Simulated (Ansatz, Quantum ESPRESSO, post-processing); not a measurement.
# Pb(111) with two intrinsic faults two layers apart (four hcp-stacked layers): ballistic transmission, part 4 of 4

How well does the junction conduct in the ballistic limit? It is: Pb(111) with two intrinsic faults two layers apart (four hcp-stacked layers).

Quantum ESPRESSO 7.5; plane-wave DFT, PBE, GBRV ultrasoft pseudopotentials; cross-check by Ansatz 0.2.0 with PAW datasets.

So far. Step 2 (Self-consistent run): The run needed 8 iterations to bring the estimated error under 1e-07 Ry; the largest force on any atom, held or free, is 0.06 eV/Å. Step 3 (The open system): At no point does T exceed the number of channels.

## (5) Cross-check with Ansatz

As a check, the same structure is run in Ansatz.

Level of this step: plane-wave DFT, PBE, Ansatz PAW (Ansatz 0.2.0).

Input file input.yaml:

```yaml
crystal:
  lattice:
    - [3.5567471094, 0.0, 0.0]
    - [1.7783735547, 3.0802333515, 0.0]
    - [0.0, 0.0, 46.4651496644]
  atoms:
    - { symbol: Pb, position: [0.0, 0.0, 0.0] }
    - { symbol: Pb, position: [0.333333333, 0.333333333, 0.0625] }
    - { symbol: Pb, position: [0.666666667, 0.666666667, 0.125] }
    - { symbol: Pb, position: [0.0, 0.0, 0.1875] }
    - { symbol: Pb, position: [0.333333333, 0.333333333, 0.25] }
    - { symbol: Pb, position: [0.666666667, 0.666666667, 0.3125] }
    - { symbol: Pb, position: [0.333333333, 0.333333333, 0.375] }
    - { symbol: Pb, position: [0.666666667, 0.666666667, 0.4375] }
    - { symbol: Pb, position: [0.333333333, 0.333333333, 0.5] }
    - { symbol: Pb, position: [0.666666667, 0.666666667, 0.5625] }
    - { symbol: Pb, position: [0.0, 0.0, 0.625] }
    - { symbol: Pb, position: [0.333333333, 0.333333333, 0.6875] }
    - { symbol: Pb, position: [0.666666667, 0.666666667, 0.75] }
    - { symbol: Pb, position: [0.0, 0.0, 0.8125] }
    - { symbol: Pb, position: [0.333333333, 0.333333333, 0.875] }
    - { symbol: Pb, position: [0.666666667, 0.666666667, 0.9375] }
kpoints:
  mp_grid: { grid: [8, 8, 1] }
hamiltonian:
  xc: pbe
scf:
  occupations: { method: fermi_dirac, width: 0.1 }
  convergence: { dr2_threshold: 1.0e-08 }
output:
  transmission: { leads: [[0, 3]], e_range: [-0.4, 0.4], de: 0.4, kmesh: [12, 12] }
  write_potential: true
  write_density: true
  volumetric_format: npy
  elf: true
```

On the command line:

```sh
> ansatz run input.yaml --threads 4 --pin off --max-ram 8192MiB --backend cpu --events-out ev --progress --plain --runs-dir out
```

Numbers of over 12 decimals in the logs are rounded to 6 here.

Log:

```text
Engine: ansatz 0.2.0, aarch64-unknown-linux-gnu
Pseudopotentials: kind: paw
Pseudopotential: Pb, paw, valence charge 14, recommended cutoff 420 eV (normal), Pb.paw.azcp
Functional definition: PBE
  parameter kappa = 0.804
  parameter beta = 0.066725
  exchange = pbe_x(kappa = kappa, mu = beta*pi^2/3)
  correlation = pbe_c(beta = beta)
Crystal: 16 atoms, lattice volume = 509.054 Å³
Basis set: ecut = 420 eV, 9845 PW (Γ)
Bands: 135, of which v1, the nominal top of the filled ones, is band 112 counted from 1 (111 counted from 0)
Symmetry: 12 space group operations
Space group: P-3m1 (ITA 164), of the structure as read, at distance tolerance 8.0e-5 Å
k-points: 10 of 64
Non-local potential: Pb, projectors of the file, l = 0: 2, l = 1: 2, l = 2: 2, l = 3: 2
PAW form: soft (Blöchl's): semilocal exchange-correlation on the pseudo side does not see the compensation charge
PAW one-centre angular grid: Pb, 590 points (default); XC on 64 Gauss nodes
Initial density: superposition of atomic densities (neutral atoms: chi_scale 0, normalization atom), corrected by the library's trained network
Initial wavefunctions: pseudopotential atomic-orbital guess
Functional: x = pbe(κ = 0.804, μ = 0.219515), c = pbe(β = 0.066725)
SCF iter   1: F=—  HF=-190502.822571 eV  |F-HF|=—  |Δ(HF+E_count)|=         —  Δρ=7.20e-4  dr2=3.48e-1  ethr=1.77e-3  ⟨swp⟩=7.7  Hψ=5747  notcnv=0  defer=2
preconditioner: auto → Kerker (q_TF=auto, 2.379 Å⁻¹)  [metal: Δε(μ)=0.044 eV  Ē_g=15.947 eV  σ=0.100 eV  W_gap=0.11  n_scr=148 (ndim 8)  ℏωp=24.6 eV  f_vac=0.000  D(μ)=6.97/eV (n_scr^D=22)]
SCF iter   2: F=—  HF=-190502.829070 eV  |F-HF|=—  |Δ(HF+E_count)|=   6.50e-3  Δρ=4.95e-4  dr2=1.74e-1  ethr=1.55e-4  ⟨swp⟩=1.1  Hψ=1561  notcnv=0  defer=3
SCF iter   3: F=—  HF=-190502.828762 eV  |F-HF|=—  |Δ(HF+E_count)|=   3.09e-4  Δρ=1.13e-4  dr2=5.81e-3  ethr=7.76e-5  ⟨swp⟩=1.0  Hψ=1283  notcnv=0  defer=3
SCF iter   4: F=—  HF=-190502.828791 eV  |F-HF|=—  |Δ(HF+E_count)|=   2.89e-5  Δρ=7.90e-5  dr2=4.12e-4  ethr=2.59e-6  ⟨swp⟩=1.0  Hψ=1283  notcnv=0  defer=3
SCF iter   5: F=—  HF=-190502.828800 eV  |F-HF|=—  |Δ(HF+E_count)|=   9.60e-6  Δρ=1.81e-5  dr2=1.50e-5  ethr=1.84e-7  ⟨swp⟩=1.1  Hψ=1286  notcnv=0  defer=3
SCF iter   6: F=—  HF=-190502.828942 eV  |F-HF|=—  |Δ(HF+E_count)|=   1.42e-4  Δρ=5.28e-6  dr2=1.05e-6  ethr=6.71e-9  ⟨swp⟩=1.3  Hψ=1348  notcnv=0  defer=3
SCF iter   7: F=—  HF=-190502.828942 eV  |F-HF|=—  |Δ(HF+E_count)|=   8.15e-8  Δρ=1.12e-6  dr2=2.34e-8  ethr=4.67e-10  ⟨swp⟩=2.4  Hψ=2018  notcnv=0  defer=3
SCF iter   8: F=-190502.828942 eV  HF=-190502.828942 eV  |F-HF|=5.24e-9  |Δ(HF+E_count)|=   2.59e-9  Δρ=3.49e-7  dr2=6.16e-9  ethr=4.46e-12  ⟨swp⟩=8.1  Hψ=4371  notcnv=0
SCF 1 converged in 8 iterations: F = -190502.828942 eV  dr2 = 6.16e-9
  greatest PAW one-centre occupation: 0.978 electrons in one spin orbital (limit 2), on the Pb atom at site 10 (counted from 0), in its partial waves of l = 2
transmission: 114 of 1102 steps passed
transmission: 222 of 1102 steps passed
[...]
transmission: 1102 of 1102 steps passed
SCF converged after 8 iterations
Free energy (F): -190502.828942 eV
Harris-Foulkes:  -190502.828942 eV  (|F-HF|=5.24e-9)
Internal energy: -190502.589509 eV  (E = F + TS)
E sigma→0 (E₀):  -190502.709225 eV
Entropy (-TS):   -0.239434 eV (-14.965 meV/atom)
Fermi energy:    10.287811 eV
--- Per-component energies (eV) ---
  E_band       = -736.015416
  E_kinetic    = 4614.275309
  E_local      = -16750.761747  (includes V_loc(G=0)·N_el)
  E_nonlocal   = 5592.490823
  E_hartree    = 6638.321375
  E_xc         = -3529.149850
  E_vxc        = -2115.343911  (∫ρ·V_xc dr)
  E_paw        = -166487.459154  (= ΣΔE_a)
  E_vpaw       = -5353.321115  (= ΣTr[D̂ρ^β])
  E_aug_tail   = 0.000770  (compensation charges beyond the density's cutoff)
  E_ewald      = -20580.307035
  E_smearing   = -0.239434  (= −TS)
  E_closure    = 0.000000  (closes the sum)
  Σ components = -190502.828942   (vs F -190502.828942, Δ=0.00e0)
--- Band table (eV; the first three rows and the last of 10) ---
  k-point 0: bands = [... 108 lower, 14.6396, 15.5812, 15.5812, 15.6331, 15.6331, 15.6366, 15.6366, 15.7895, ... 19 higher]
  k-point 1: bands = [... 108 lower, 13.2906, 13.3968, 13.4673, 13.6551, 13.7388, 13.8860, 14.0319, 14.3620, ... 19 higher]
  k-point 2: bands = [... 108 lower, 10.6271, 10.7922, 10.8971, 11.1764, 11.4277, 11.4791, 11.7167, 12.0987, ... 19 higher]
  k-point 9: bands = [... 108 lower, 8.4054, 8.4117, 8.4601, 9.0381, 9.1413, 9.1689, 9.2139, 9.4786, ... 19 higher]
--- Transmission ---
  basis      : 91 plane waves across, 58 finite elements along
  points     : 19, standing for a mesh of 12 x 12
  energies   : 3 from -0.400000 to 0.400000 eV about the Fermi level, 0.400000 eV apart; the leads are filled to 0.000000 eV, and channels, transmission and decay are at 0.000000 eV
  crystal 0  : Pb3, at the sites [0, 3], period 8.7122 Å, over 40.66 Å; its Hamiltonian steps by up to 20.1 meV
    offset         : up to 0.0000 Å between an atom of the period and one for which it stands
    channels       : 1.340278e0 a spin
    conductance    : none, the energies end too early or step too widely for 300 K: set another output.transmission.e_range or a lower de, or, where they end at an eighth of basis.ecutwfc, a higher one
    slowest decay  : 0.0287 /Å at (-0.3333, 0.3333)
  junction   : crystal 0 to crystal 0, -4.36 to 33.40 Å
    transmission   : 1.096462e0 a spin
    conductance    : none, the energies end too early or step too widely for 300 K: set another output.transmission.e_range or a lower de, or, where they end at an eighth of basis.ecutwfc, a higher one
```

The job ended after 36 s (4 threads of Arm Neoverse V1, shared host; peak memory 1.7 GiB; 2.3 min of CPU time).

Read from the output:

```
free energy                                  : -190502.8289 eV
energy at zero smearing                      : -190502.7092 eV
smearing term TS                             : 0.2394 eV
Fermi energy                                 : 10.29 eV
symmetry operations                          : 12
transmission at the Fermi level, one spin    : 1.096
lead channels at the Fermi level, one spin   : 1.340
step of the lead's Hamiltonian over a period : 20.1 meV
```

Per spin; mean over the k mesh across the current. Table of transmission, zone mean by energy, zero at the Fermi level:

| energy (eV) | transmission, zone mean |
| --- | --- |
| -0.400 | 1.01 |
| 0.000 | 1.10 |
| 0.400 | 1.01 |

Per spin; mean over the k mesh across the current. The open channels, zone mean by energy, zero at the Fermi level:

| energy (eV) | open channels, zone mean |
| --- | --- |
| -0.400 | 1.26 |
| 0.000 | 1.34 |
| 0.400 | 1.26 |

ELF in the ca plane at fractional y = 0.333, with atoms of Pb within 0.2 Å of it. It is the smooth field of the valence electrons, not physical close to the nuclei.

Ten even steps from '0' (0.00) to '9' (0.40), each cell a mean:
```
86445666544689998644566654468999865689998644
87444555444789998744455544468999865689998744
86457787754688988645678775468898864678988645
65579999975567776557999997556777644467776557
44689635986555555468963598655555432345555568
45798101797544444579810179754444322234444579
45799202897544544579930289755554322234555579
54689979986456665458997998655666543356665558
75468999864578887546899986457888754578887546
```
Columns run along c (16.0 Å, from fractional 0.33 to 0.67 of the cell), rows up along a (3.6 Å). Atoms in or near the plane, at fractional coordinates: Pb at (0.38, 0.33), Pb at (0.50, 0.33).

Electrostatic potential energy in the ca plane at fractional y = 0.333, with atoms of Pb within 0.2 Å of it. With pseudopotentials it is smooth inside the atoms' cores, unlike the true potential.

Ten even steps from '0' (-30 eV) to '9' (13 eV), each cell a mean:
```
89999999999987678999999999998767899987678999
89999999999987568999999999998766899987568999
89999888999988788999988899998878899988788999
99997423799999899999742378999989999999899999
99972000279999999997200027999999999999999998
99960141069999999996014106999999999999999997
99971020069999999997102006999999999999999997
99985000489999999998510048999999999999999998
99998767899998889999876789999888999998889999
```
Columns run along c (16.0 Å, from fractional 0.33 to 0.67 of the cell; values clipped at the 3rd and 97th percentile), rows up along a (3.6 Å). Atoms in or near the plane, at fractional coordinates: Pb at (0.38, 0.33), Pb at (0.50, 0.33).

Ansatz finds T = 1.10 against pwcond's 1.02.

## (6) All levels side by side

All levels:

| step | T at the Fermi level (per spin) | conductance (G0) | r.m.s. T(E) from the first | CPU time of the step (s) | peak memory (GiB) |
| --- | --- | --- | --- | --- | --- |
| Ansatz | 1.096 | - | 0 | 135.6 | 1.749 |
| pwcond | 1.016 | 1.016 | 0.04631 | 1117 | 0.39 |
| pwcond, changed setting | 1.004 | 1.004 | 0.0535 | 355.1 | 0.26 |

Per spin; mean over the k mesh across the current. Table of transmission, zone mean by energy, zero at the Fermi level:

| energy (eV) | Ansatz | pwcond | pwcond, changed setting |
| --- | --- | --- | --- |
| -0.400 | 1.01 | 1.00 | 1.00 |
| 0.000 | 1.10 | 1.02 | 1.00 |
| 0.400 | 1.01 | 1.01 | 1.01 |

## (7) By hand

The Landauer sum over the mesh, Σ w T = 0.0833 × 1.83 + 0.0833 × 1.47 + 0.0833 × 1 + … = 1.016.

G = 1.02 × 77.48 µS = 78.8 µS a cell. Times the area of 10.956 Å², the resistance-area product is A/G = 1.39 fΩ m², the leads' contact resistance included.

Free electrons at 4 an atom (3 atoms in 95.4 Å³) have k_F = 1.550 1/Å and offer A k_F²/4π = 2.09 channels per spin; the lead has 1.28 on this mesh.

## (8) Results

```
conductance from T at the Fermi level, a cell (G₀ = 2e²/h) : 1.02 G₀
conductance per area                                       : 719 S/μm²
lead channels per spin                                     : 1.28
the same conductance by Ansatz                             : 1.10 G₀
```

**Reading.** The junction conducts 1.02 G₀ a cell at the Fermi level (PBE, GBRV ultrasoft). At the Fermi level the junction passes 79 % of what the leads offer. At the Fermi level pwcond and Ansatz differ by 7.3 %. The codes count unlike numbers of lead channels on 10 % of the mesh. The mean rests on 19 distinct points, the heaviest weighing 0.08, and the mesh was not tested, so even the second digit is unsure. Over -0.4 to 0.4 eV, T lies between 1.0 and 1.0 per spin. The geometry is as built, not relaxed, and the leads are short. Spin-orbit coupling is left out; depending on the atoms that carry the levels of interest, it can split and shift them by tenths of an eV to an eV or more.

[Logs are printed without paths, hosts, clocks, repeated set-up lines and the standing remarks that a program may print on its own settings, such as how far it seeks lower states.]

[Hosts, paths, dates, database ids (printed as entryN), source tags and the programs' standing remarks are cut or masked in the printed files.]

[Maps of the electrostatic potential energy from Ansatz leave out the sawtooth potential of an applied field or a dipole correction, so their vacuum need not be flat; planar profiles and work functions include it.]
